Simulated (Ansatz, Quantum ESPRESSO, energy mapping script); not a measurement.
## Spin model of NiO from collinear orders

How strongly do the moments of NiO couple under LDA+U (5.4 eV), QE, GBRV? The plan is to run several orders and fit a Heisenberg model.

Program: Quantum ESPRESSO 7.5. Level of theory: LDA with U = 5.4 eV on Ni d, ortho-atomic projectors; plane waves, U on orthogonalised atomic orbitals unless named otherwise, collinear spin, no spin–orbit coupling. Results are calculated unless marked as measured.

### 1. Set-up

The structure is cubic, space group Fm-3m (No. 225). Conventional cell: a = 4.172 Å, b = 4.172 Å, c = 4.172 Å, α = 90.00°, β = 90.00°, γ = 90.00°. Nearest to Ni lie 6 O at 2.09 Å. Nearest to O lie 6 Ni at 2.09 Å. Farther neighbours and most contacts between anions are not listed.

As a file:

```cif
data_structure
_symmetry_space_group_name_H-M 'Fm-3m'
_symmetry_Int_Tables_number 225
_cell_length_a 4.1718
_cell_length_b 4.1718
_cell_length_c 4.1718
_cell_angle_alpha 90.000
_cell_angle_beta 90.000
_cell_angle_gamma 90.000
_cell_volume 72.61
loop_
_atom_site_label
_atom_site_type_symbol
_atom_site_symmetry_multiplicity
_atom_site_Wyckoff_symbol
_atom_site_fract_x
_atom_site_fract_y
_atom_site_fract_z
_atom_site_occupancy
Ni1 Ni 4 a 0.00000 0.00000 0.00000 1
O1 O 4 b 0.50000 0.00000 0.00000 1
```

A Hubbard U penalises fractional filling of the shell. It raises the cost of virtual hops to the neighbours, so couplings that rest on such hops usually weaken. These runs use Quantum ESPRESSO.

### 2. Parallel start in cell A (4 atoms)

The parallel order is the zero of energy for this cell and mesh.

The potential files are GBRV's for LDA; pw.x takes the functional from them.

pw.in

```
&control
  calculation = 'scf'
  prefix = 'pw'
  outdir = './tmp/'
  pseudo_dir = './pseudo/'
  verbosity = 'low'
/
&system
  ibrav = 0
  nat = 4
  ntyp = 2
  ecutwfc = 45
  ecutrho = 360
  nbnd = 38
  occupations = 'smearing'
  smearing = 'fd'
  degauss = 0.00367493
  nspin = 2
  starting_magnetization(1) = 0.1111
/
&electrons
  conv_thr = 1.0e-08
  electron_maxstep = 120
  mixing_beta = 0.3
  mixing_mode = 'plain'
/
ATOMIC_SPECIES
  Ni 58.6934 Ni.upf
  O 15.9990 O.upf
CELL_PARAMETERS angstrom
  0.00000000 -2.08590164 -2.08590164
  0.00000000 2.08590164 -2.08590164
  4.17180328 0.00000000 0.00000000
ATOMIC_POSITIONS crystal
  Ni 0.50000000 0.50000000 0.50000000
  Ni 0.00000000 0.00000000 0.00000000
  O 0.50000000 0.50000000 0.00000000
  O 0.00000000 0.00000000 0.50000000
K_POINTS automatic
  7 7 5 0 0 0
HUBBARD {ortho-atomic}
U Ni-3d 5.4
```

On the command line:

```
OMP_NUM_THREADS=1 mpirun -n 4 pw.x -nk 4 -in pw.in > pw.out
```

The program printed:

```text
Program PWSCF v.7.5 starts
[...]
unit-cell volume          =     244.9842 (a.u.)^3
     number of atoms/cell      =            4
[...]
number of electrons       =        48.00
     number of Kohn-Sham states=           38
     kinetic-energy cutoff     =      45.0000  Ry
     charge density cutoff     =     360.0000  Ry
     scf convergence threshold =      1.0E-08
[...]
Exchange-correlation= SLA  PZ   NOGX NOGC
[...]
Hubbard projectors: ortho-atomic
     Hubbard parameters of DFT+U (Dudarev formulation) in eV:
[...]
atomic species   magnetization
[...]
16 Sym. Ops., with inversion, found
[...]
number of k points=    30  Fermi-Dirac smearing, width (Ry)=  0.0037
[...]
Number of occupied Hubbard levels =   16.0000
     Atomic wfc used for Hubbard projectors are orthogonalized
[...]
iteration #  1     ecut=    45.00 Ry     beta= 0.30
[...]
Number of occupied Hubbard levels =    7.8007
     total energy              =    -734.12198785 Ry
     estimated scf accuracy    <      57.15295333 Ry
     total magnetization       =     4.88 Bohr mag/cell
     absolute magnetization    =     4.95 Bohr mag/cell
     iteration #  2     ecut=    45.00 Ry     beta= 0.30
[...]
total energy              =    -747.51201927 Ry
     estimated scf accuracy    <      22.94798008 Ry
     total magnetization       =     0.38 Bohr mag/cell
     absolute magnetization    =     0.41 Bohr mag/cell
     iteration #  3     ecut=    45.00 Ry     beta= 0.30
[...]
total energy              =    -750.24998694 Ry
     estimated scf accuracy    <       0.73326324 Ry
     total magnetization       =     3.99 Bohr mag/cell
     absolute magnetization    =     4.00 Bohr mag/cell
     iteration #  4     ecut=    45.00 Ry     beta= 0.30
[...]
total energy              =    -750.61614904 Ry
     estimated scf accuracy    <       0.41384893 Ry
     total magnetization       =     3.99 Bohr mag/cell
     absolute magnetization    =     4.01 Bohr mag/cell
     iteration #  5     ecut=    45.00 Ry     beta= 0.30
[...]
total energy              =    -750.62351447 Ry
     estimated scf accuracy    <       0.00607214 Ry
     total magnetization       =     4.00 Bohr mag/cell
     absolute magnetization    =     4.02 Bohr mag/cell
     iteration #  6     ecut=    45.00 Ry     beta= 0.30
[...]
total energy              =    -750.62441952 Ry
     estimated scf accuracy    <       0.00029563 Ry
     total magnetization       =     4.00 Bohr mag/cell
     absolute magnetization    =     4.02 Bohr mag/cell
     iteration #  7     ecut=    45.00 Ry     beta= 0.30
[...]
total energy              =    -750.62450170 Ry
     estimated scf accuracy    <       0.00010842 Ry
     total magnetization       =     4.00 Bohr mag/cell
     absolute magnetization    =     4.02 Bohr mag/cell
     iteration #  8     ecut=    45.00 Ry     beta= 0.30
[...]
total energy              =    -750.62451210 Ry
     estimated scf accuracy    <       0.00002171 Ry
     total magnetization       =     4.00 Bohr mag/cell
     absolute magnetization    =     4.02 Bohr mag/cell
     iteration #  9     ecut=    45.00 Ry     beta= 0.30
[...]
total energy              =    -750.62451298 Ry
     estimated scf accuracy    <       0.00000859 Ry
     total magnetization       =     4.00 Bohr mag/cell
     absolute magnetization    =     4.02 Bohr mag/cell
     iteration # 10     ecut=    45.00 Ry     beta= 0.30
[...]
total energy              =    -750.62451365 Ry
     estimated scf accuracy    <       0.00000090 Ry
     total magnetization       =     4.00 Bohr mag/cell
     absolute magnetization    =     4.02 Bohr mag/cell
     iteration # 11     ecut=    45.00 Ry     beta= 0.30
[...]
total energy              =    -750.62451379 Ry
     estimated scf accuracy    <       0.00000001 Ry
     total magnetization       =     4.00 Bohr mag/cell
     absolute magnetization    =     4.02 Bohr mag/cell
     iteration # 12     ecut=    45.00 Ry     beta= 0.30
[...]
Magnetic moment per site  (integrated on atomic sphere of radius R)
     atom   1 (R=0.292)  charge= 15.6213  magn=  1.6861
     atom   2 (R=0.292)  charge= 15.6214  magn=  1.6861
     atom   3 (R=0.292)  charge=  5.6894  magn=  0.2538
     atom   4 (R=0.292)  charge=  5.6894  magn=  0.2538
     End of self-consistent calculation
     =================== HUBBARD OCCUPATIONS ===================
     ------------------------ ATOM    1 ------------------------
     Tr[ns(  1)] (up, down, total) =   4.97204  3.26784  8.23988
     Atomic magnetic moment for atom   1 =   1.70420
     SPIN  1
     eigenvalues:
       0.993  0.993  0.993  0.996  0.996
     eigenvectors (columns):
       0.000 -0.000  0.000  0.500 -0.866
       0.000 -0.291  0.957 -0.000  0.000
       1.000  0.000  0.000 -0.000 -0.000
      -0.000  0.000 -0.000 -0.866 -0.500
      -0.000  0.957  0.291  0.000  0.000
     occupation matrix ns (before diag.):
       0.996 -0.000 -0.000  0.000  0.000
      -0.000  0.993 -0.000  0.000  0.000
      -0.000 -0.000  0.993  0.000  0.000
       0.000  0.000  0.000  0.996 -0.000
[...]
SPIN  2
     eigenvalues:
[...]
eigenvectors (columns):
[...]
occupation matrix ns (before diag.):
[...]
------------------------ ATOM    2 ------------------------
     Tr[ns(  2)] (up, down, total) =   4.97204  3.26784  8.23988
     Atomic magnetic moment for atom   2 =   1.70420
     SPIN  1
     eigenvalues:
[...]
eigenvectors (columns):
[...]
occupation matrix ns (before diag.):
[...]
SPIN  2
     eigenvalues:
[...]
eigenvectors (columns):
[...]
occupation matrix ns (before diag.):
       0.152 -0.000 -0.000  0.000  0.000
      -0.000  0.988 -0.000  0.000  0.000
      -0.000 -0.000  0.988  0.000  0.000
       0.000  0.000  0.000  0.152 -0.000
       0.000  0.000  0.000 -0.000  0.988
     Number of occupied Hubbard levels =   16.4798
 ------ SPIN UP ------------
          k = 0.0000 0.0000 0.0000 (  1245 PWs)   bands (ev):
   -90.3095 -90.3058 -51.1210 -51.1039 -51.1039 -51.0925 -51.0920 -51.0920
    -5.9273  -4.5577   7.0912   7.2322   7.7478   7.7483   8.0291   8.0291
     8.0293   8.0859   8.9305   8.9933   8.9933   9.8664   9.8664  11.2574
    11.2574  11.2579  15.4927  19.6913  24.5139  25.7382  30.3066  30.3066
    31.4884  32.4634  32.4634  32.4635  35.7324  35.7325
          k = 0.1414 0.0000 0.0000 (  1241 PWs)   bands (ev):
   -90.3092 -90.3062 -51.1183 -51.1028 -51.1028 -51.0952 -51.0932 -51.0932
    -5.7658  -4.6385   6.4451   7.2470   7.3065   7.7801   7.9513   8.0237
     8.0237   8.0532   8.6625   8.6625   9.6963  10.2773  10.2773  11.1207
    11.2669  11.2669  16.4770  19.9849  24.4684  25.9437  29.4769  30.1797
    30.1797  31.4647  31.4647  32.5095  35.2287  37.4695
          k = 0.2828 0.0000 0.0000 (  1241 PWs)   bands (ev):
   -90.3083 -90.3071 -51.1112 -51.1024 -51.0998 -51.0998 -51.0961 -51.0961
    -5.3603  -4.9174   5.9910   6.3690   7.5028   7.7491   7.8637   7.9680
[...]
30.0527  30.0527  30.4056  30.4056  39.1946  40.7415
          k = 0.0000 0.1010-0.1010 (  1252 PWs)   bands (ev):
[...]
30.9193  31.0330  32.6773  33.5849  34.0046  36.0001
          k = 0.1414 0.1010-0.1010 (  1245 PWs)   bands (ev):
[...]
31.0581  31.0891  31.2626  33.8492  34.3997  35.7508
          k = 0.2828 0.1010-0.1010 (  1237 PWs)   bands (ev):
[...]
29.6056  29.9296  31.4509  32.3181  37.2124  38.4841
          k = 0.0000 0.2020-0.2020 (  1244 PWs)   bands (ev):
[...]
29.2909  30.9669  32.7847  33.3428  35.5807  37.1467
          k = 0.1414 0.2020-0.2020 (  1249 PWs)   bands (ev):
[...]
29.3095  29.8450  33.1716  34.2966  35.0675  36.6530
          k = 0.2828 0.2020-0.2020 (  1239 PWs)   bands (ev):
[...]
28.5945  28.7990  34.0096  34.4734  36.0701  37.8294
          k = 0.0000 0.3030-0.3030 (  1242 PWs)   bands (ev):
[...]
28.8289  29.2916  34.5225  35.6471  36.2984  37.6431
          k = 0.1414 0.3030-0.3030 (  1248 PWs)   bands (ev):
[...]
k = 0.2828 0.3030-0.3030 (  1240 PWs)   bands (ev):
[...]
k = 0.0000 0.0000-0.2020 (  1237 PWs)   bands (ev):
[...]
[... cut ...]
[...]
------ SPIN DOWN ----------
          k = 0.0000 0.0000 0.0000 (  1245 PWs)   bands (ev):
[...]
k = 0.1414 0.0000 0.0000 (  1241 PWs)   bands (ev):
[...]
k = 0.2828 0.0000 0.0000 (  1241 PWs)   bands (ev):
[...]
k = 0.1414 0.1010-0.5051 (  1257 PWs)   bands (ev):
[...]
29.6271  29.9078  32.1040  32.9233  39.8400  41.4378
          k = 0.2828 0.1010-0.5051 (  1261 PWs)   bands (ev):
[...]
28.9217  29.1033  34.6477  34.7533  37.9204  38.1164
          k = 0.0000 0.0000-0.6061 (  1246 PWs)   bands (ev):
[...]
30.2454  30.6715  30.6715  31.3813  42.9035  43.1016
          k = 0.1414 0.0000-0.6061 (  1262 PWs)   bands (ev):
[...]
15.6688  15.7855  21.0106  21.1259  24.7528  24.8180  25.3177  25.7700
    29.8374  30.1749  31.7915  31.8740  41.2703  41.5863
          k = 0.2828 0.0000-0.6061 (  1255 PWs)   bands (ev):
   -88.0700 -88.0700 -48.9624 -48.9612 -48.9579 -48.9555 -48.9484 -48.9480
    -3.7371  -3.7047   7.3917   7.5813   7.6208   7.9090   9.3955   9.4658
    10.3487  10.4381  10.7086  10.7972  10.9746  11.0476  15.4499  15.5316
    16.0853  16.1084  22.4781  22.5584  24.4065  24.4111  24.7773  25.0406
    28.3234  28.5402  34.3882  34.4832  37.7641  37.7785
     the Fermi energy is    13.9704 ev
!    total energy              =    -750.62451384 Ry
     estimated scf accuracy    <          8.5E-09 Ry
     smearing contrib. (-TS)   =      -0.00000001 Ry
     internal energy E=F+TS    =    -750.62451384 Ry
     The total energy is F=E-TS. E is the sum of the following terms:
     one-electron contribution =    -432.56366690 Ry
     hartree contribution      =     244.80491335 Ry
     xc contribution           =     -84.54660971 Ry
     ewald contribution        =    -478.44661533 Ry
     Hubbard energy            =       0.12746477 Ry
     total magnetization       =     4.00 Bohr mag/cell
     absolute magnetization    =     4.02 Bohr mag/cell
     convergence has been achieved in  12 iterations
=------------------------------------------------------------------------------=
   JOB DONE.
=------------------------------------------------------------------------------=
```

Run time: 16 s. Hardware: 4 MPI ranks of Arm Neoverse V1, shared host; peak memory 0.39 GiB.

Spin moment in the sphere by atom:

```csv
atom,spin moment in the sphere (μB)
Ni1,1.69
Ni2,1.69
O3,0.25
O4,0.25
```

The run ends ferromagnetic.

### 3. Run 2 (compensated +−; cell A, 4 atoms)

This order reverses 8 of the 12 neighbours at 2.95 Å, 0 of the 6 neighbours at 4.17 Å and 16 of the 24 neighbours at 5.11 Å, counted for an average magnetic atom.

pw.in, as its differences from that of step 2:

```diff
@@ -10,6 +10,6 @@
   nat = 4
-  ntyp = 2
+  ntyp = 3
   ecutwfc = 45
   ecutrho = 360
-  nbnd = 38
+  nbnd = 36
   occupations = 'smearing'
@@ -19,2 +19,3 @@
   starting_magnetization(1) = 0.1111
+  starting_magnetization(2) = -0.1111
 /
@@ -27,3 +28,4 @@
 ATOMIC_SPECIES
-  Ni 58.6934 Ni.upf
+  Ni1 58.6934 Ni.upf
+  Ni2 58.6934 Ni.upf
   O 15.9990 O.upf
@@ -34,4 +36,4 @@
 ATOMIC_POSITIONS crystal
-  Ni 0.50000000 0.50000000 0.50000000
-  Ni 0.00000000 0.00000000 0.00000000
+  Ni1 0.50000000 0.50000000 0.50000000
+  Ni2 0.00000000 0.00000000 0.00000000
   O 0.50000000 0.50000000 0.00000000
@@ -41,2 +43,3 @@
 HUBBARD {ortho-atomic}
-U Ni-3d 5.4
+U Ni1-3d 5.4
+U Ni2-3d 5.4
```

The program printed:

```text
[banner, memory and clock lines left out]
Program PWSCF v.7.5 starts
[...]
unit-cell volume          =     244.9842 (a.u.)^3
     number of atoms/cell      =            4
[...]
number of electrons       =        48.00
     number of Kohn-Sham states=           36
     kinetic-energy cutoff     =      45.0000  Ry
     charge density cutoff     =     360.0000  Ry
     scf convergence threshold =      1.0E-08
[...]
Exchange-correlation= SLA  PZ   NOGX NOGC
[...]
Hubbard projectors: ortho-atomic
     Hubbard parameters of DFT+U (Dudarev formulation) in eV:
[...]
atomic species   magnetization
[...]
16 Sym. Ops., with inversion, found
[...]
number of k points=    30  Fermi-Dirac smearing, width (Ry)=  0.0037
[...]
Number of occupied Hubbard levels =   16.0000
     Atomic wfc used for Hubbard projectors are orthogonalized
[...]
iteration #  1     ecut=    45.00 Ry     beta= 0.30
[...]
Number of occupied Hubbard levels =    7.7346
     total energy              =    -733.78226571 Ry
     estimated scf accuracy    <      57.81431782 Ry
     total magnetization       =    -0.00 Bohr mag/cell
     absolute magnetization    =     4.56 Bohr mag/cell
     iteration #  2     ecut=    45.00 Ry     beta= 0.30
[...]
total energy              =    -747.51362516 Ry
     estimated scf accuracy    <      23.43183376 Ry
     total magnetization       =     0.00 Bohr mag/cell
     absolute magnetization    =     0.26 Bohr mag/cell
     iteration #  3     ecut=    45.00 Ry     beta= 0.30
[...]
total energy              =    -750.24616164 Ry
     estimated scf accuracy    <       0.74452946 Ry
     total magnetization       =     0.00 Bohr mag/cell
     absolute magnetization    =     3.72 Bohr mag/cell
[...]
total energy              =    -750.62160301 Ry
[...]
iteration # 11     ecut=    45.00 Ry     beta= 0.30
[...]
total energy              =    -750.62160309 Ry
     estimated scf accuracy    <       0.00000001 Ry
     total magnetization       =     0.00 Bohr mag/cell
     absolute magnetization    =     3.78 Bohr mag/cell
     iteration # 12     ecut=    45.00 Ry     beta= 0.30
[...]
Magnetic moment per site  (integrated on atomic sphere of radius R)
     atom   1 (R=0.292)  charge= 15.6167  magn=  1.6985
     atom   2 (R=0.292)  charge= 15.6167  magn= -1.6985
     atom   3 (R=0.292)  charge=  5.6925  magn= -0.0869
[...]
SPIN  2
     eigenvalues:
[...]
eigenvectors (columns):
[...]
occupation matrix ns (before diag.):
[...]
------------------------ ATOM    2 ------------------------
     Tr[ns(  2)] (up, down, total) =   3.25870  4.97156  8.23026
     Atomic magnetic moment for atom   2 =  -1.71287
     SPIN  1
     eigenvalues:
[...]
eigenvectors (columns):
[...]
occupation matrix ns (before diag.):
[...]
SPIN  2
     eigenvalues:
[...]
eigenvectors (columns):
[...]
occupation matrix ns (before diag.):
[...]
0.000  0.000  0.000  0.996 -0.000
       0.000  0.000  0.000 -0.000  0.993
     Number of occupied Hubbard levels =   16.4605
 ------ SPIN UP ------------
          k = 0.0000 0.0000 0.0000 (  1245 PWs)   bands (ev):
   -90.3635 -88.1140 -51.1628 -51.1515 -51.1515 -48.9940 -48.9831 -48.9831
    -5.7151  -4.1558   7.2773   7.4635   7.8653   8.2735   8.3073   8.3073
     9.0607  10.0899  10.0899  10.1155  10.1155  11.5138  11.5250  11.5250
[...]
31.4936  32.6741  32.6741  32.6833
          k = 0.1414 0.0000 0.0000 (  1241 PWs)   bands (ev):
[...]
30.3849  31.6800  31.6800  32.7847
          k = 0.2828 0.0000 0.0000 (  1241 PWs)   bands (ev):
[...]
30.2285  30.2285  30.6313  30.6313
          k = 0.0000 0.1010-0.1010 (  1252 PWs)   bands (ev):
[...]
k = 0.1414 0.1010-0.1010 (  1245 PWs)   bands (ev):
[...]
k = 0.2828 0.1010-0.1010 (  1237 PWs)   bands (ev):
[...]
[... cut ...]
[...]
------ SPIN DOWN ----------
          k = 0.0000 0.0000 0.0000 (  1245 PWs)   bands (ev):
[...]
k = 0.1414 0.0000 0.0000 (  1241 PWs)   bands (ev):
[...]
k = 0.2828 0.0000 0.0000 (  1241 PWs)   bands (ev):
[...]
k = 0.1414 0.0000-0.6061 (  1262 PWs)   bands (ev):
[...]
29.5698  29.9855  31.5647  31.6565
          k = 0.2828 0.0000-0.6061 (  1255 PWs)   bands (ev):
[...]
8.9992   9.2542   9.7680   9.8184  10.6476  10.7268  10.7685  11.6164
    15.4765  16.0706  22.0087  22.4443  24.1815  24.2217  24.5829  24.8401
    28.0476  28.3687  34.1785  34.2841
     the Fermi energy is    14.1045 ev
!    total energy              =    -750.62160314 Ry
     estimated scf accuracy    <          5.5E-09 Ry
     smearing contrib. (-TS)   =      -0.00000000 Ry
     internal energy E=F+TS    =    -750.62160313 Ry
     The total energy is F=E-TS. E is the sum of the following terms:
     one-electron contribution =    -432.47852294 Ry
     hartree contribution      =     244.71908721 Ry
     xc contribution           =     -84.53970260 Ry
     ewald contribution        =    -478.44661533 Ry
     Hubbard energy            =       0.12415053 Ry
     total magnetization       =    -0.00 Bohr mag/cell
     absolute magnetization    =     3.78 Bohr mag/cell
     convergence has been achieved in  12 iterations
```

Run time: 16 s. Hardware: 4 MPI ranks; peak memory 0.39 GiB; 62 s of CPU time.

Spin moment in the sphere by atom:

```csv
atom,spin moment in the sphere (μB)
Ni1,1.70
Ni2,-1.70
O3,-0.09
O4,0.09
```

The run ends antiferromagnetic, 19.80 meV a magnetic atom above the parallel order of its cell.

### 4. Run 3 (parallel; cell B, 4 atoms)

A new cell needs its own zero of energy.

This run holds the same structure in another cell (c 4.172 → 5.109 Å, α 90.0 → 73.2°, β 90.0 → 73.2°, γ 90.0 → 60.0°).

pw.in

```
&control
  calculation = 'scf'
  prefix = 'pw'
  outdir = './tmp/'
  pseudo_dir = './pseudo/'
  verbosity = 'low'
/
&system
  ibrav = 0
  nat = 4
  ntyp = 2
  ecutwfc = 45
  ecutrho = 360
  nbnd = 38
  occupations = 'smearing'
  smearing = 'fd'
  degauss = 0.00367493
  nspin = 2
  starting_magnetization(1) = 0.1111
/
&electrons
  conv_thr = 1.0e-08
  electron_maxstep = 120
  mixing_beta = 0.3
  mixing_mode = 'plain'
/
ATOMIC_SPECIES
  Ni 58.6934 Ni.upf
  O 15.9990 O.upf
CELL_PARAMETERS angstrom
  0.00000000 -2.08590164 -2.08590164
  -2.08590164 0.00000000 -2.08590164
  2.08590164 2.08590164 -4.17180328
ATOMIC_POSITIONS crystal
  Ni 0.50000000 0.50000000 0.50000000
  Ni 0.00000000 0.00000000 0.00000000
  O 0.75000000 0.75000000 0.75000000
  O 0.25000000 0.25000000 0.25000000
K_POINTS automatic
  8 8 8 0 0 0
HUBBARD {ortho-atomic}
U Ni-3d 5.4
```

The program printed:

```text
[banner, memory and clock lines left out]
Program PWSCF v.7.5 starts
[...]
unit-cell volume          =     244.9842 (a.u.)^3
     number of atoms/cell      =            4
[...]
number of electrons       =        48.00
     number of Kohn-Sham states=           38
     kinetic-energy cutoff     =      45.0000  Ry
     charge density cutoff     =     360.0000  Ry
[...]
The total energy is F=E-TS. E is the sum of the following terms:
     one-electron contribution =    -432.56488752 Ry
     hartree contribution      =     244.80592227 Ry
     xc contribution           =     -84.54655379 Ry
     ewald contribution        =    -478.44661533 Ry
     Hubbard energy            =       0.12756517 Ry
     total magnetization       =     4.00 Bohr mag/cell
     absolute magnetization    =     4.02 Bohr mag/cell
     convergence has been achieved in  13 iterations
[key lines of the parts left out:]
!    total energy              =    -750.62456921 Ry
the Fermi energy is    14.0054 ev
```

Elapsed: 39 s, on 4 MPI ranks; peak memory 0.46 GiB.

The run ends ferromagnetic. For each magnetic atom its energy differs from the parallel run of the first cell by -0.38 meV, an error that one common reference would have brought in.

(Continued in part 2 of 2.)

[Logs and program files are shortened in this print: banners, set-up blocks, solver, clock and traceback lines can be left out without a mark of their own.]

[Logs are printed without paths, hosts, clocks, repeated set-up lines and the standing remarks that a program may print on its own settings, such as how far it seeks lower states.]

[Hosts, paths, dates, database ids (printed as entryN), source tags and the programs' standing remarks are cut or masked in the printed files.]

[Where a cell is said to come from a database of computed structures, the database is the Materials Project.]
